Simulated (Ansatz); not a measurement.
## The false plateau in GW convergence: SiO2 (P6_422)

Wanted: the G0W0 gap of SiO2 (P6_422) over a grid of bands and cutoffs.

Main program and level: Ansatz 0.2.0; G0W0 on LDA, plane waves, PAW; PAW set soft_1.

**1. The starting structure**

Symmetry: P6_422, No. 181, hexagonal system. The conventional cell has a = 5.061 Å, b = 5.061 Å, c = 5.541 Å, α = 90.00°, β = 90.00°, γ = 120.00°. Nearest to Si lie 4 O at 1.61 Å. Nearest to O lie 2 Si at 1.61 Å. Farther neighbours and most contacts between anions are not listed.

The cell and positions are those that the Materials Project relaxed with its own functionals (PBE, PBE+U or r2SCAN), kept fixed.

**2. 98 empty bands, screening to 50 eV**

G0W0 replaces the xc potential by the self-energy, built once from these orbitals. Only a window of levels is corrected, while the sums run over the empty bands that the input names. This step takes PAW set soft_1 files.

File input.yaml:

```yaml
crystal:
  lattice:
    - [5.0605222284, 0.0, 0.0]
    - [-2.5302611142, 4.3825408062, 0.0]
    - [0.0, 0.0, 5.54135331]
  atoms:
    - { symbol: Si, position: [0.0, 0.5, 0.33333333] }
    - { symbol: Si, position: [0.5, 0.5, 0.66666667] }
    - { symbol: Si, position: [0.5, 0.0, 0.0] }
    - { symbol: O, position: [0.58278926, 0.79139463, 0.83333333] }
    - { symbol: O, position: [0.79139463, 0.58278926, 0.5] }
    - { symbol: O, position: [0.79139463, 0.20860537, 0.16666667] }
    - { symbol: O, position: [0.41721074, 0.20860537, 0.83333333] }
    - { symbol: O, position: [0.20860537, 0.41721074, 0.5] }
    - { symbol: O, position: [0.20860537, 0.79139463, 0.16666667] }
kpoints:
  mp_grid: { grid: [6, 6, 2] }
hamiltonian:
  xc: lda
  pseudopotentials: { kind: paw, azcp: { folder: soft_1 }, xc_functional: pbe }
scf:
  occupations: { method: fixed }
gw:
  n_empty_bands: 98
  ecut_chi: 50
  qp_bands: [v3, c3]
  qp_kpoints: band_edges
  screening: { model: contour_deformation }
```

Launch:

```
$ ansatz run input.yaml --threads 2 --pin off --max-ram 92160MiB --backend cuda --events-out ev --progress --plain --runs-dir out --devices 1 --max-vram 13GiB
```

Numbers of over 12 decimals in the logs are rounded to 6 here.

Log:

```text
GPUs: using 1 of 1 available (devices: 1).
Engine: ansatz 0.2.0, x86_64-unknown-linux-gnu
Pseudopotentials: kind: paw
Pseudopotential: Si, paw, valence charge 4, recommended cutoff 420 eV (normal), soft_1/Si.paw.azcp
Pseudopotential: O, paw, valence charge 6, recommended cutoff 420 eV (normal), soft_1/O.paw.azcp
Functional definition: SPW92
  exchange = slater_x
  correlation = pw_c
device memory: the entry about to start is reckoned to put 1.3 GiB on a device that reports 53.3 GiB free (of which the cap on the GPU budget leaves the run 13.0 GiB)
GPU FFT provider: cuFFT
GPU libraries: cuBLAS 13.8.2, cuFFT 12.4.0, cuSOLVER 12.3.4
Crystal: 9 atoms, lattice volume = 122.896 Å³
Basis set: ecut = 420 eV, 2449 PW (Γ)
Bands: 33, of which v1, the nominal top of the filled ones, is band 24 counted from 1 (23 counted from 0)
Symmetry: 12 space group operations
Space group: P6422 (ITA 181), of the structure as read, at distance tolerance 5.0e-5 Å
k-points: 14 of 72
Non-local potential: Si, projectors of the file, l = 0: 2, l = 1: 2, l = 2: 1
Non-local potential: O, projectors of the file, l = 0: 2, l = 1: 2, l = 2: 1
PAW form: soft (Blöchl's): semilocal exchange-correlation on the pseudo side does not see the compensation charge
PAW frozen core: Si, regenerated for the run's functional, and the local potential with it (the file was generated under x = pbe(κ = 0.804, μ = 0.219515), c = pbe(β = 0.066725))
PAW frozen core: O, regenerated for the run's functional, and the local potential with it (the file was generated under x = pbe(κ = 0.804, μ = 0.219515), c = pbe(β = 0.066725))
PAW one-centre angular grid: Si, 110 points (default); XC on 64 Gauss nodes
PAW one-centre angular grid: O, 110 points (default); XC on 64 Gauss nodes
Initial density: superposition of atomic densities (chi_scale 0.1, normalization cell, long waves kept (reshape's long-wave potential 0.02 eV rms))
Initial wavefunctions: pseudopotential atomic-orbital guess
GPU buffer pool allocated for 51840 grid points (all kernels)
GPU transforms: local potential and band sums: pruned to the plane-wave sphere, on 36×36×40
Functional: x = slater, c = lda
SCF iter   1: F=—  HF=-5173.072010 eV  |F-HF|=—  |Δ(HF+E_count)|=         —  Δρ=1.23e-1  dr2=1.67e1  ethr=3.10e-3  ⟨swp⟩=5.0  Hψ=2001  notcnv=0  defer=75
preconditioner: auto → Resta (q_TF=auto, 2.333 Å⁻¹)  ε∞=2.7  [insulator: Δε(μ)=7.121 eV  Ē_g=17.919 eV  n_scr=22 (ndim 8)  ℏωp=23.2 eV  f_vac=0.010  ε∞_Penn≈2.7]
SCF iter   2: F=—  HF=-5168.330880 eV  |F-HF|=—  |Δ(HF+E_count)|=    4.74e0  Δρ=4.19e-2  dr2=8.77e-1  ethr=3.10e-3  ⟨swp⟩=3.6  Hψ=1234  notcnv=0  defer=74
SCF iter   3: F=—  HF=-5168.131803 eV  |F-HF|=—  |Δ(HF+E_count)|=   1.99e-1  Δρ=1.97e-2  dr2=2.79e-1  ethr=1.83e-3  ⟨swp⟩=2.0  Hψ=457  notcnv=0  defer=91
SCF iter   4: F=—  HF=-5168.066974 eV  |F-HF|=—  |Δ(HF+E_count)|=   6.48e-2  Δρ=1.46e-3  dr2=2.15e-3  ethr=5.81e-4  ⟨swp⟩=3.1  Hψ=781  notcnv=0  defer=95
SCF iter   5: F=—  HF=-5168.068342 eV  |F-HF|=—  |Δ(HF+E_count)|=   1.37e-3  Δρ=2.29e-4  dr2=1.09e-4  ethr=4.49e-6  ⟨swp⟩=2.4  Hψ=784  notcnv=0  defer=96
SCF iter   6: F=—  HF=-5168.068368 eV  |F-HF|=—  |Δ(HF+E_count)|=   2.59e-5  Δρ=5.28e-5  dr2=3.88e-6  ethr=2.27e-7  ⟨swp⟩=2.9  Hψ=816  notcnv=0  defer=95
SCF iter   7: F=-5168.068370 eV  HF=-5168.068370 eV  |F-HF|=4.06e-8  |Δ(HF+E_count)|=   1.99e-6  Δρ=7.69e-6  dr2=5.81e-8  ethr=2.08e-10  ⟨swp⟩=13.1  Hψ=2981  notcnv=0
SCF 1 converged in 7 iterations: F = -5168.068370 eV  dr2 = 5.81e-8
[...]
device memory: the entry about to start is reckoned to put 1.7 GiB on a device that reports 56.1 GiB free (of which the cap on the GPU budget leaves the run 13.0 GiB)
NSCF: frozen V_eff on 14 k-points
[...]
device memory: the entry about to start is reckoned to put 2.7 GiB on a device that reports 56.0 GiB free (of which the cap on the GPU budget leaves the run 13.0 GiB)
NSCF: frozen V_eff on 14 k-points
G₀W₀ screening: q 1/14
[... further progress lines ...]
SCF converged after 7 iterations
Free energy (F): -5168.068370 eV
Harris-Foulkes:  -5168.068370 eV  (|F-HF|=4.06e-8)
Internal energy: -5168.068370 eV  (E = F + TS)
E sigma→0 (E₀):  -5168.068370 eV
Fermi energy:    1.494444 eV
--- Per-component energies (eV) ---
  E_band       = -258.322751
  E_kinetic    = 1160.158704
  E_local      = -3159.596641  (includes V_loc(G=0)·N_el)
  E_nonlocal   = 396.781287
  E_hartree    = 1158.727297
  E_xc         = -592.091936
  E_vxc        = -689.754632  (∫ρ·V_xc dr)
  E_paw        = -2374.119749  (= ΣΔE_a)
  E_vpaw       = -283.369964  (= ΣTr[D̂ρ^β])
  E_aug_tail   = 0.005137  (compensation charges beyond the density's cutoff)
  E_ewald      = -1758.766989
  E_core_change = 0.834521  (= ΣΔE_core)
  E_smearing   = -0.000000  (= −TS)
  E_closure    = 0.000000  (closes the sum)
  Σ components = -5168.068370   (vs F -5168.068370, Δ=0.00e0)
--- Band table (eV; the first three rows and the last of 14) ---
  k-point 0: bands = [... 20 lower, 0.4949, 1.0192, 1.0192, 1.3022, 6.9493, 10.2068, 10.2068, 10.4545, ... 5 higher]
  k-point 1: bands = [... 20 lower, 0.3263, 1.2047, 1.4920, 1.4920, 8.7697, 8.7697, 9.7114, 11.0493, ... 5 higher]
  k-point 2: bands = [... 20 lower, 0.4348, 1.0653, 1.0965, 1.2193, 7.3333, 10.1478, 10.3092, 10.5379, ... 5 higher]
  k-point 13: bands = [... 20 lower, 0.5805, 0.6112, 0.8209, 0.8209, 9.9860, 10.6405, 10.6405, 10.8504, ... 5 higher]
--- G₀W₀: contour deformation, 5 samples at zero and on the imaginary axis and 1 off it, 72 q-points, 98 empty bands' worth ---
  eigenvalues of the whole cell's RPA ε∞ on this k-mesh (on a slab, of 1 + 4πα/V) = 2.3136, 2.3136, 2.3338; static W/v taken at q = 0 is 0.428475
  bands read: the sum over 122 bands ends inside a degenerate multiplet in 2 slots, whose members it reads at an even weight; the widest, k=1: bands 122 to 123 (counted from 1) at 1/2 each
  gw.qp_kpoints: band_edges: 13 of 14 stored k-points solved, in 1 pass; an edge of the gap read off the rows below is read off those points alone
    valence top: of the k-points left out ik 13 came nearest to being solved in a further pass, in band 23 (counted from 1, as in the quasiparticle table): it holds the edge there only if its correction is more favourable than any solved in that band by at least 0.681 eV; those differ by 0.095 eV
    conduction bottom: of the k-points left out ik 13 came nearest to being solved in a further pass, in band 25 (counted from 1, as in the quasiparticle table): it holds the edge there only if its correction is more favourable than any solved in that band by at least 3.037 eV; those differ by 0.855 eV
    ik  band        ε_KS         Σx   Σc(E_QP)       V_xc       Z   E_QP_lin       E_QP  E_QP is
     0    22      1.0192   -25.9228     4.3717   -20.1869  0.8150    -0.3615    -0.3450  root
     0    23      1.0192   -25.9228     4.3717   -20.1869  0.8150    -0.3615    -0.3450  root
     0    24      1.3022   -26.6512     4.4243   -20.9312  0.8154    -0.0079     0.0065  root
     0    25      6.9493    -6.7492    -3.2128   -11.4974  0.8747     8.4977     8.4847  root
     0    26     10.2068    -6.9438    -3.4393   -12.5611  0.8608    12.4175    12.3848  root
     0    27     10.2068    -6.9438    -3.4393   -12.5611  0.8608    12.4175    12.3848  root
     1    22      1.2047   -26.7196     4.4729   -20.9085  0.8141    -0.1491    -0.1334  root
     1    23      1.4920   -26.8349     4.4445   -21.1034  0.8155     0.1910     0.2051  root
     1    24      1.4920   -26.8349     4.4445   -21.1034  0.8155     0.1910     0.2051  root
     1    25      8.7697    -7.6657    -3.1969   -12.6967  0.8652    10.6248    10.6038  root
     1    26      8.7697    -7.6657    -3.1969   -12.6967  0.8652    10.6248    10.6038  root
     1    27      9.7114    -5.1612    -3.5062   -10.7173  0.8690    11.7879    11.7613  root
     2    22      1.0653   -26.2830     4.4163   -20.5249  0.8147    -0.2923    -0.2764  root
     2    23      1.0965   -26.2369     4.4241   -20.4601  0.8146    -0.2723    -0.2562  root
[...]
12    23      1.0051   -26.4880     4.4909   -20.6381  0.8131    -0.3702    -0.3537  root
    12    24      1.4339   -26.8086     4.4506   -21.0670  0.8154     0.1287     0.1429  root
    12    25      9.7330    -7.2554    -3.3132   -12.5310  0.8618    11.7219    11.6955  root
    12    26      9.7330    -7.2554    -3.3132   -12.5310  0.8618    11.7219    11.6955  root
    12    27     10.3133    -8.0979    -3.3526   -13.5678  0.8571    12.4627    12.4306  root
```

Elapsed: 11 s, on 1 × NVIDIA H100 80GB HBM3 (shared by 6 runs) with 2 threads of AMD EPYC 7R13 (Zen 3), shared host; peak memory 1.1 GiB.

This step gave:

| Quantity | Value |
| --- | --- |
| bands summed | 122 |
| RPA ε∞ on this mesh (eigenvalues) | 2.314, 2.314, 2.334 |
| plane waves in the screening matrix | 85 |
| q-points in the mesh | 72 |
| G0W0 gap on the mesh | 8.270 eV |
| k of the valence top | 0, -0.5, 0 |
| k of the conduction bottom | 0, 0, 0 |
| starting gap on the mesh | 5.455 eV |
| Z at the valence top | 0.8155 |
| Z at the conduction bottom | 0.8747 |
| least direct G0W0 gap on the computed points | 8.478 eV |

The gap on the mesh goes from 5.45 eV to 8.27 eV, a correction of +2.81 eV. Between the two edge states, bare exchange in place of the xc potential would open the gap by 10.48 eV, and correlation takes back 7.66 eV.

**3. 512 empty bands, screening to 50 eV**

input.yaml, as its differences from that of step 2:

```diff
@@ -23,3 +23,3 @@
 gw:
-  n_empty_bands: 98
+  n_empty_bands: 512
   ecut_chi: 50
```

Log:

```text
GPUs: using 1 of 1 available (devices: 1).
[...]
GPU FFT provider: cuFFT
GPU libraries: cuBLAS 13.8.2, cuFFT 12.4.0, cuSOLVER 12.3.4
Crystal: 9 atoms, lattice volume = 122.896 Å³
Basis set: ecut = 420 eV, 2449 PW (Γ)
Bands: 33, of which v1, the nominal top of the filled ones, is band 24 counted from 1 (23 counted from 0)
Symmetry: 12 space group operations
[...]
k-points: 14 of 72
[...]
1    23      1.4920   -26.8349     4.2411   -21.1034  0.8148    -0.0174     0.0016  root
[...]
12    24      1.4339   -26.8086     4.2475   -21.0670  0.8147    -0.0793    -0.0601  root
    12    25      9.7330    -7.2554    -3.5834   -12.5310  0.8607    11.4443    11.4252  root
    12    26      9.7330    -7.2554    -3.5834   -12.5310  0.8607    11.4443    11.4252  root
    12    27     10.3133    -8.0979    -3.6332   -13.5678  0.8559    12.1735    12.1499  root
[key lines of the parts left out:]
SCF converged after 7 iterations
Free energy (F): -5168.068370 eV
Fermi energy:    1.494444 eV
```

Elapsed: 30 s, on 1 × NVIDIA H100 80GB HBM3 (shared by 6 runs) with 2 threads; peak memory 1.6 GiB.

Numbers from this step:

| Item | Value |
| --- | --- |
| bands summed | 536 |
| RPA ε∞ on this mesh (eigenvalues) | 2.318, 2.318, 2.338 |
| plane waves in the screening matrix | 85 |
| G0W0 gap on the mesh | 8.230 eV |
| k of the valence top | 0, -0.5, 0 |
| k of the conduction bottom | 0, 0, 0 |
| starting gap on the mesh | 5.455 eV |
| least direct G0W0 gap on the computed points | 8.435 eV |

Against the run with 6×6×2 mesh, 98 empty bands, screening to 50 eV, PAW set soft_1 files, the gap moves by −0.04 eV.

**4. 279 empty bands, screening to 100 eV**

Bands and screening cutoff are moved together, since each hides the error of the other.

input.yaml, as its differences from that of step 3:

```diff
@@ -23,4 +23,4 @@
 gw:
-  n_empty_bands: 512
-  ecut_chi: 50
+  n_empty_bands: 279
+  ecut_chi: 100
   qp_bands: [v3, c3]
```

Log:

```text
GPUs: using 1 of 1 available (devices: 1).
[...]
GPU FFT provider: cuFFT
GPU libraries: cuBLAS 13.8.2, cuFFT 12.4.0, cuSOLVER 12.3.4
Crystal: 9 atoms, lattice volume = 122.896 Å³
Basis set: ecut = 420 eV, 2449 PW (Γ)
Bands: 33, of which v1, the nominal top of the filled ones, is band 24 counted from 1 (23 counted from 0)
Symmetry: 12 space group operations
[...]
k-points: 14 of 72
[...]
1    23      1.4920   -26.8349     4.2671   -21.1034  0.8058     0.0098     0.0277  root
[...]
12    24      1.4339   -26.8086     4.2720   -21.0670  0.8058    -0.0538    -0.0357  root
    12    25      9.7330    -7.2554    -3.4845   -12.5310  0.8570    11.5453    11.5241  root
    12    26      9.7330    -7.2554    -3.4845   -12.5310  0.8570    11.5453    11.5241  root
    12    27     10.3133    -8.0979    -3.5468   -13.5678  0.8513    12.2619    12.2364  root
[key lines of the parts left out:]
SCF converged after 7 iterations
Free energy (F): -5168.068370 eV
Fermi energy:    1.494444 eV
```

Elapsed: 16 s, on 1 × NVIDIA H100 80GB HBM3 (shared by 6 runs) with 2 threads; peak memory 1.4 GiB.

The G0W0 gap on the mesh is 8.373 eV.

**5. 1450 empty bands, screening to 100 eV**

input.yaml, as its differences from that of step 4:

```diff
@@ -23,3 +23,3 @@
 gw:
-  n_empty_bands: 279
+  n_empty_bands: 1450
   ecut_chi: 100
```

Log:

```text
GPUs: using 1 of 1 available (devices: 1).
[...]
GPU FFT provider: cuFFT
GPU libraries: cuBLAS 13.8.2, cuFFT 12.4.0, cuSOLVER 12.3.4
Crystal: 9 atoms, lattice volume = 122.896 Å³
Basis set: ecut = 420 eV, 2449 PW (Γ)
Bands: 33, of which v1, the nominal top of the filled ones, is band 24 counted from 1 (23 counted from 0)
Symmetry: 12 space group operations
[...]
k-points: 14 of 72
[...]
1    23      1.4920   -26.8349     4.1151   -21.1034  0.8054    -0.1464    -0.1243  root
[...]
12    24      1.4339   -26.8086     4.1207   -21.0670  0.8054    -0.2092    -0.1869  root
    12    25      9.7330    -7.2554    -3.6096   -12.5310  0.8566    11.4172    11.3990  root
    12    26      9.7330    -7.2554    -3.6096   -12.5310  0.8566    11.4172    11.3990  root
    12    27     10.3133    -8.0979    -3.6811   -13.5678  0.8509    12.1240    12.1021  root
[key lines of the parts left out:]
SCF converged after 7 iterations
Free energy (F): -5168.068370 eV
Fermi energy:    1.494444 eV
```

Wall time 2.3 min (1 × NVIDIA H100 80GB HBM3 (shared by 6 runs) with 2 threads); peak memory 3.5 GiB.

The G0W0 gap on the mesh is 8.417 eV.

**6. 98 empty bands, screening to 150 eV**

input.yaml, as its differences from that of step 5:

```diff
@@ -23,4 +23,4 @@
 gw:
-  n_empty_bands: 1450
-  ecut_chi: 100
+  n_empty_bands: 98
+  ecut_chi: 150
   qp_bands: [v3, c3]
```

Log:

```text
GPUs: using 1 of 1 available (devices: 1).
[...]
GPU FFT provider: cuFFT
GPU libraries: cuBLAS 13.8.2, cuFFT 12.4.0, cuSOLVER 12.3.4
Crystal: 9 atoms, lattice volume = 122.896 Å³
Basis set: ecut = 420 eV, 2449 PW (Γ)
Bands: 33, of which v1, the nominal top of the filled ones, is band 24 counted from 1 (23 counted from 0)
Symmetry: 12 space group operations
[...]
k-points: 14 of 72
[...]
1    23      1.4920   -26.8349     4.6071   -21.1034  0.8046     0.3573     0.3677  root
[...]
12    24      1.4339   -26.8086     4.6078   -21.0670  0.8047     0.2896     0.3002  root
    12    25      9.7330    -7.2554    -3.2036   -12.5310  0.8570    11.8336    11.8050  root
    12    26      9.7330    -7.2554    -3.2036   -12.5310  0.8570    11.8336    11.8050  root
    12    27     10.3133    -8.0979    -3.2444   -13.5678  0.8515    12.5734    12.5387  root
[key lines of the parts left out:]
SCF converged after 7 iterations
Free energy (F): -5168.068370 eV
Fermi energy:    1.494444 eV
```

Wall time 16 s (1 × NVIDIA H100 80GB HBM3 (shared by 6 runs) with 2 threads); peak memory 1.5 GiB; 17 s of CPU time.

The G0W0 gap on the mesh is 8.292 eV.

(Continued in part 2 of 2.)

[Paths, hosts, dates, memory and timing lines, banners, echoed tables and standing remarks are left out of the program output.]

[Logs are printed without paths, hosts, clocks, repeated set-up lines and the standing remarks that a program may print on its own settings, such as how far it seeks lower states.]

[Runs of the session that timed out or met a known fault of the program may be left out.]

[Cells called generated may have been cut or substituted from an entry of the Crystallography Open Database or the Materials Project.]

[Hosts, paths, dates, database ids (printed as entryN), source tags and the programs' standing remarks are cut or masked in the printed files.]
